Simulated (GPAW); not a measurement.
# Cs2InAgCl6 (Fm-3m): one start, several treatments of the self-energy

Wanted: the gap of Cs2InAgCl6 (Fm-3m) under several approximations, with cost.

Main program and level: GPAW 26.7.0; LDA and many-body steps on it, plane waves.

**The experiments to reproduce.**

- Gap 3.3 eV: optical gap from absorption onset near 380 nm, assigned as direct at Gamma; diffuse reflectance with Kubelka-Munk analysis; powder (“Cs2InAgCl6: A new lead-free halide double perovskite with direct band gap”, 2016, arxiv:1611.05426).

**1. The starting structure**

It takes space group Fm-3m (No. 225, cubic). Conventional cell: a = 10.469 Å, b = 10.469 Å, c = 10.469 Å, α = 90.00°, β = 90.00°, γ = 90.00°. Cs has 12 Cl at 3.70 Å nearest. Nearest to In lie 6 Cl at 2.51 Å. Nearest to Ag lie 6 Cl at 2.72 Å. Nearest to Cl lie 1 In at 2.51 Å and 1 Ag at 2.72 Å and 4 Cs at 3.70 Å. Farther neighbours and most contacts between anions are not listed.

Structure file:

```cif
data_structure
_symmetry_space_group_name_H-M 'Fm-3m'
_symmetry_Int_Tables_number 225
_cell_length_a 10.4690
_cell_length_b 10.4690
_cell_length_c 10.4690
_cell_angle_alpha 90.000
_cell_angle_beta 90.000
_cell_angle_gamma 90.000
_cell_volume 1147.40
loop_
_atom_site_label
_atom_site_type_symbol
_atom_site_symmetry_multiplicity
_atom_site_Wyckoff_symbol
_atom_site_fract_x
_atom_site_fract_y
_atom_site_fract_z
_atom_site_occupancy
Cs1 Cs 8 c 0.25000 0.75000 0.75000 1
In1 In 4 a 0.00000 0.00000 0.00000 1
Ag1 Ag 4 b 0.50000 0.00000 0.00000 1
Cl1 Cl 24 e 0.23979 0.00000 0.00000 1
```

The cell and positions come from the Crystallography Open Database and are kept as given unless a step says otherwise. Spin-orbit coupling is left out unless a step names it.

**2. Empty states on the mesh, 2×2×2 mesh, 975 bands**

This step: GPAW 26.7.0; DFT, LDA, plane waves, PAW.

The sums over transitions need many empty states on a uniform mesh; this step solves for them.

Contents of run.py:

```python
import json
import numpy as np
from gpaw.mpi import world
from gpaw import GPAW

calc = GPAW('gs.gpw').fixed_density(kpts={'size': (2, 2, 2), 'gamma': True},
    parallel={'domain': 1, 'band': 1},
    txt='nscf.txt')
calc.diagonalize_full_hamiltonian(nbands=975)
calc.write('full.gpw', mode='all')
res = {}
kpts = calc.get_ibz_k_points()
res['kpts'] = kpts
res['eigenvalues'] = [calc.get_eigenvalues(kpt=k) for k in range(len(kpts))]
res['n_electrons'] = calc.get_number_of_electrons()

if world.rank == 0:
    with open('result.json', 'w') as f:
        json.dump(res, f, default=lambda x: x.tolist())
```

Started as:

```bash
> mpirun -n 3 gpaw python run.py
```

Numbers of over 12 decimals in the logs are rounded to 6 here.

The log of the run:

```text
Diagonalizing LCAO Hamiltonian
Converting LCAO to pw mode
convergence criteria:
- Maximum integral of absolute [eigenst]ate change: 4e-08 eV^2 / valence electron
maximum number of iterations: 100

SCF iterations
|iter     |     time |      energy | eigst |  dens |
|iter:   1|  |             | +0.37 |       |
|iter:   2|  |             | -0.23 |       |
|iter:   3|  |             | -0.68 |       |
[...]
|iter:  48|  |             | -5.72 |       |
|iter:  49|  |             | -5.97 |       |
[... further lines of this kind ...]
|iter:  56|  |             | -7.41c|       |
SCF steps: 56
  __  _  _
 | _ |_)|_||  |
 |__||  | ||/\| - 26.7.0

Input parameters:
  mode=PW(ecut=450.000000),
  convergence={'density': 1e-06, 'bands': -3},
  gpts=array([40, 40, 40]),
  kpts=MonkhorstPack(size=(2, 2, 2), gamma=True),
  maxiter=100,
  nbands=56,
  occupations=Occupations(name='fermi-dirac', width=0.001, fixmagmom=False),
  parallel={'domain': 1, 'band': 1},
  xc=XC(name='LDA')
Matrix size: 6183x6183
# Writing to full.gpw (mode='all')
  [... matrices ...]

timing:  # [seconds]
  Total: 129.168  # ━━━━━━━━━━━━━━━━━━━━━━━━━━━━━━━━━━━━━━━━━━━━━━━━━━━━━━━━━
```

Wall time 2.6 min (3 MPI ranks of Intel Xeon Platinum 8559C (Emerald Rapids), shared host); peak memory 8.2 GiB; 7.7 min of CPU time.

Numbers from this step:

```
gap                                                           : 0.8904 eV
k of the valence top                                          : 0, 0, 0
k of the conduction bottom                                    : 0, 0, 0
least direct gap                                              : 0.8904 eV
k points computed                                             : 3
lowest point of the top converged band, above the valence top : 120.4513 eV
```

On this mesh the gap is 0.890 eV.

**3. G0W0, Godby-Needs plasmon pole**

Now the one-shot GW correction: screening in the RPA, then the self-energy of the levels asked for.

This step: G0W0 on LDA, plane waves, PAW.

Contents of run.py:

```python
import json
import numpy as np
from gpaw.mpi import world
from gpaw.response.g0w0 import G0W0

gw = G0W0('full.gpw',
    filename='gw',
    kpts=[0],
    bands=(43, 47),
    ecut=78,
    nbands=448,
    integrate_gamma='WS',
    ppa=True)
gw.calculate()
res = {mode: {k: v for k, v in r.items() if k != 'sigma_eskwn'}
       for mode, r in gw.all_results.items()}

if world.rank == 0:
    with open('result.json', 'w') as f:
        json.dump(res, f, default=lambda x: x.tolist())
```

Started as:

```bash
> mpirun -n 4 gpaw python run.py
```

The log of the run:

```text
Using integrator: PointIntegrator
FrequencyGridDescriptor(from 0.000+0.000j to 0.000+27.211j eV, 2 points)
Nonperiodic BCs:  [False False False]
Using integrator: PointIntegrator
FrequencyGridDescriptor(from 0.000+0.000j to 0.000+27.211j eV, 2 points)
Nonperiodic BCs:  [False False False]
  ___  _ _ _
 |   || | | |
 | | || | | |
 |__ ||_____|
 |___|

BZ k-points: Symmetries present (total): 48

  [... matrices ...]
8 k-points: 2 x 2 x 2 Monkhorst-Pack grid + [1/4,1/4,1/4]
3 k-points in the irreducible part of the Brillouin zone
       k-points in crystal coordinates                weights
   0:     0.00000000    0.00000000    0.00000000          1/8
   1:     0.50000000    0.50000000    0.00000000          3/8
   2:     0.50000000    0.50000000    0.50000000          4/8

Distributing spins, k-points and bands (1 x 1 x 4) over 4 processes
Number of blocks: 1

Quasi particle states:
k-points (IBZ indices): [0]
Band range: (43, 47)
  [... matrices ...]
Computational parameters:
Plane wave cut-off: 78 eV
Number of bands: 448
Coulomb cutoff: None
Broadening: 0.1 eV

fxc modes: GW
Kernel: RPA
Using Godby-Needs plasmon-pole approximation:
  Fitting energy: i*E0, E0 = 1.000 Hartree
Summing all q:

Calculating screened Coulomb potential
No Coulomb truncation
FrequencyGridDescriptor(from 0.000+0.000j to 0.000+27.211j eV, 2 points)
Removing empty qpoint cache files...

Calculating chi0 body with:
    Ground state adapter containing:
    Number of spins: 1
    Number of kpoints: 8
    Number of irreducible kpoints: 3
    Number of completely occupied states: 45
    Number of partially occupied states: 45
    Occupied states memory: 43.9453125 M / cpu

    Linear response parametrization:
    q_c: [0.0, 0.0, 0.0]
    Number of frequency points: 2
    Planewave cutoff: 78.0
    Number of bands: 448
    Number of planewaves: 459
    Broadening (eta): 1e-06
    comm.size: 4
    kncomm.size: 4
    blockcomm.size: 1

    Memory estimate of potentially large arrays:
        chi0_wGG: 6.429474 M / cpu
Integrating chi0 body.

Symmetries of q_c:
    Direct symmetries (Uq -> q): 48
    Indirect symmetries (TUq -> q): 0
In total 48 allowed symmetries.

  [... matrices ...]
3 groups of equivalent kpoints. 62.5% reduction.

Integral kind: response function
Integrating chi0 head and wings.

Symmetries of q_c:
    Direct symmetries (Uq -> q): 48
    Indirect symmetries (TUq -> q): 0
In total 48 allowed symmetries.

  [... matrices ...]
3 groups of equivalent kpoints. 62.5% reduction.

Integral kind: response function wings

Calculating chi0 body with:
    Ground state adapter containing:
    Number of spins: 1
    Number of kpoints: 8
    Number of irreducible kpoints: 3
    Number of completely occupied states: 45
    Number of partially occupied states: 45
    Occupied states memory: 43.9453125 M / cpu

    Linear response parametrization:
[... the further q-points ...]

Results:
f:      Occupation numbers
eps:     KS-eigenvalues [eV]
vxc:     KS vxc [eV]
exx:     Exact exchange [eV]
sigma:   Self-energies [eV]
dsigma:  Self-energy derivatives
Z:       Renormalization factors
qp:      QP-energies [eV]

k-point 0 (0): (0.000, 0.000, 0.000)                GW
band       f     eps     vxc     exx   sigma  dsigma       Z      qp
                                                                   GW
  43   1.000   2.448 -24.313 -28.563   3.636  -0.267   0.789   1.964
  44   1.000   2.448 -24.313 -28.563   3.636  -0.267   0.789   1.964
  45   0.000   3.338 -14.828 -10.155  -3.082  -0.213   0.824   4.649
  46   0.000   7.310  -9.434  -4.767  -3.468  -0.175   0.851   8.331
```

It took 92 s on 4 MPI ranks; peak memory 5 GiB; 6.1 min of CPU time.

Numbers from this step:

```yaml
g0w0_gap_on_the_points_computed: 2.685 eV
least_direct_g0w0_gap_on_the_computed_points: 2.685 eV
z_at_the_valence_top: 0.7893
z_at_the_conduction_bottom: 0.8245
starting_gap_on_the_mesh: 0.8904 eV
k_of_the_valence_top: 0, 0, 0
k_of_the_conduction_bottom: 0, 0, 0
```

The gap on the mesh goes from 0.89 eV to 2.69 eV, a correction of +1.79 eV.

**4. One-shot HSE06**

This step: one-shot HSE06 levels on LDA orbitals, plane waves, PAW.

Contents of run.py:

```python
import json
import numpy as np
from gpaw.mpi import world
from gpaw.hybrids.eigenvalues import non_self_consistent_eigenvalues

dft, vxc, vxc_hyb = non_self_consistent_eigenvalues('full.gpw', 'HSE06', 43, 47, kpt_indices=[0])
res = {'dft': dft[0], 'hybrid': (dft - vxc + vxc_hyb)[0]}
if world.rank == 0:
    with open('hybrid.txt', 'w') as f:
        for k, e0, e1 in zip([0], res['dft'], res['hybrid']):
            print(k, ' '.join(f'{x:9.4f}' for x in e0), '|', ' '.join(f'{x:9.4f}' for x in e1), file=f)

if world.rank == 0:
    with open('result.json', 'w') as f:
        json.dump(res, f, default=lambda x: x.tolist())
```

Started as:

```bash
> mpirun -n 4 gpaw python run.py
```

The log of the run:

```text
IBZ(<points: 3, symmetries: 48>)
Occupied bands: 45
Transforming wave functions from IBZ to BZ: 0.039 seconds
Distributing wave functions and iFFT-ing to real space: 0.133 seconds
Calculating eigenvalues:
  k-points: 1
  Bands: 43-46 (inclusive)
  Seconds: 0.509 (wave-function broadcasting: 0.011 seconds)
HSE06-eigenvalue shifts:
  min: -0.956 eV
  ave: -0.051 eV
  max: 0.889 eV
```

The job ended after 5.1 s (4 MPI ranks; peak memory 0.99 GiB; 19 s of CPU time).

This step gave:

- starting gap on the mesh: 0.8904 eV
- hybrid gap on the mesh: 2.663 eV
- least direct hybrid gap on the computed points: 2.663 eV

**5. G0W0, extrapolated in the cutoff**

This step: G0W0 on LDA, plane waves, PAW.

Contents of run.py:

```python
import json
import numpy as np
from gpaw.mpi import world
from gpaw.response.g0w0 import G0W0

gw = G0W0('full.gpw',
    filename='gw',
    kpts=[0],
    bands=(43, 47),
    ecut=130.0,
    integrate_gamma='WS',
    ppa=True,
    ecut_extrapolation=True)
gw.calculate()
res = {mode: {k: v for k, v in r.items() if k != 'sigma_eskwn'}
       for mode, r in gw.all_results.items()}

if world.rank == 0:
    with open('result.json', 'w') as f:
        json.dump(res, f, default=lambda x: x.tolist())
```

Started as:

```bash
> mpirun -n 4 gpaw python run.py
```

The log of the run:

```text
Using integrator: PointIntegrator
FrequencyGridDescriptor(from 0.000+0.000j to 0.000+27.211j eV, 2 points)
Nonperiodic BCs:  [False False False]
Using integrator: PointIntegrator
FrequencyGridDescriptor(from 0.000+0.000j to 0.000+27.211j eV, 2 points)
Nonperiodic BCs:  [False False False]
  ___  _ _ _
 |   || | | |
 | | || | | |
 |__ ||_____|
 |___|

BZ k-points: Symmetries present (total): 48

  [... matrices ...]
8 k-points: 2 x 2 x 2 Monkhorst-Pack grid + [1/4,1/4,1/4]
3 k-points in the irreducible part of the Brillouin zone
       k-points in crystal coordinates                weights
   0:     0.00000000    0.00000000    0.00000000          1/8
   1:     0.50000000    0.50000000    0.00000000          3/8
   2:     0.50000000    0.50000000    0.50000000          4/8

Distributing spins, k-points and bands (1 x 1 x 4) over 4 processes
Number of blocks: 1

Quasi particle states:
k-points (IBZ indices): [0]
Band range: (43, 47)
  [... matrices ...]
Computational parameters:
Extrapolating to infinite plane wave cut-off using points at:
  112.031 eV
  120.183 eV
  130.000 eV
Number of bands: 965
Coulomb cutoff: None
Broadening: 0.1 eV

fxc modes: GW
Kernel: RPA
Using Godby-Needs plasmon-pole approximation:
  Fitting energy: i*E0, E0 = 1.000 Hartree
Summing all q:

Calculating screened Coulomb potential
No Coulomb truncation
FrequencyGridDescriptor(from 0.000+0.000j to 0.000+27.211j eV, 2 points)
Removing empty qpoint cache files...

Calculating chi0 body with:
    Ground state adapter containing:
    Number of spins: 1
    Number of kpoints: 8
    Number of irreducible kpoints: 3
    Number of completely occupied states: 45
    Number of partially occupied states: 45
    Occupied states memory: 43.9453125 M / cpu

    Linear response parametrization:
    q_c: [0.0, 0.0, 0.0]
    Number of frequency points: 2
    Planewave cutoff: 130.0
    Number of bands: 965
    Number of planewaves: 941
    Broadening (eta): 1e-06
    comm.size: 4
    kncomm.size: 4
    blockcomm.size: 1

    Memory estimate of potentially large arrays:
        chi0_wGG: 27.022736 M / cpu
Integrating chi0 body.

Symmetries of q_c:
    Direct symmetries (Uq -> q): 48
    Indirect symmetries (TUq -> q): 0
In total 48 allowed symmetries.

  [... matrices ...]
3 groups of equivalent kpoints. 62.5% reduction.

Integral kind: response function
Integrating chi0 head and wings.

Symmetries of q_c:
    Direct symmetries (Uq -> q): 48
    Indirect symmetries (TUq -> q): 0
In total 48 allowed symmetries.

  [... matrices ...]
3 groups of equivalent kpoints. 62.5% reduction.

Integral kind: response function wings

Calculating chi0 body with:
    Ground state adapter containing:
    Number of spins: 1
    Number of kpoints: 8
    Number of irreducible kpoints: 3
    Number of completely occupied states: 45
    Number of partially occupied states: 45
    Occupied states memory: 43.9453125 M / cpu

    Linear response parametrization:
[... the further q-points ...]
Extrapolating selfenergy to infinite energy cutoff:
  Performing linear fit to 3 points
  Warning: Bad quality of linear fit for some (n,k).
           Higher cutoff might be necessary.
  Minimum R^2 = 0.7939. (R^2 Should be close to 1)
  [... matrices ...]
Results:
f:      Occupation numbers
eps:     KS-eigenvalues [eV]
vxc:     KS vxc [eV]
exx:     Exact exchange [eV]
sigma:   Self-energies [eV]
dsigma:  Self-energy derivatives
Z:       Renormalization factors
qp:      QP-energies [eV]

k-point 0 (0): (0.000, 0.000, 0.000)                GW
band       f     eps     vxc     exx   sigma  dsigma       Z      qp
                                                                   GW
  43   1.000   2.448 -24.313 -28.563   3.180  -0.276   0.784   1.610
  44   1.000   2.448 -24.313 -28.563   3.180  -0.276   0.784   1.610
  45   0.000   3.338 -14.828 -10.155  -3.578  -0.218   0.821   4.236
  46   0.000   7.310  -9.434  -4.767  -3.690  -0.178   0.849   8.140
```

The job ended after 12 min (4 MPI ranks; peak memory 9.1 GiB; 49 min of CPU time).

Numbers from this step:

```yaml
quasiparticle_gap_on_the_points_computed: 2.626 eV
least_direct_quasiparticle_gap_on_the_computed_points: 2.626 eV
z_at_the_valence_top: 0.7838
z_at_the_conduction_bottom: 0.8209
starting_gap_on_the_mesh: 0.8904 eV
k_of_the_valence_top: 0, 0, 0
k_of_the_conduction_bottom: 0, 0, 0
gaps_at_the_cutoffs_of_the_extrapolation: 2.645, 2.643, 2.641 eV
```

Against G0W0 in GPAW (2×2×2 mesh, 448 bands, screening to 78 eV, Godby-Needs plasmon pole), the gap moves by −0.059 eV.

(Continued in part 2 of 2.)

[Paths, hosts, dates, memory and timing lines, banners, echoed tables and standing remarks are left out of the program output.]

[Logs are printed without paths, hosts, clocks, repeated set-up lines and the standing remarks that a program may print on its own settings, such as how far it seeks lower states.]

[Runs of the session that timed out or met a known fault of the program may be left out.]

[Hosts, paths, dates, database ids (printed as entryN), source tags and the programs' standing remarks are cut or masked in the printed files.]
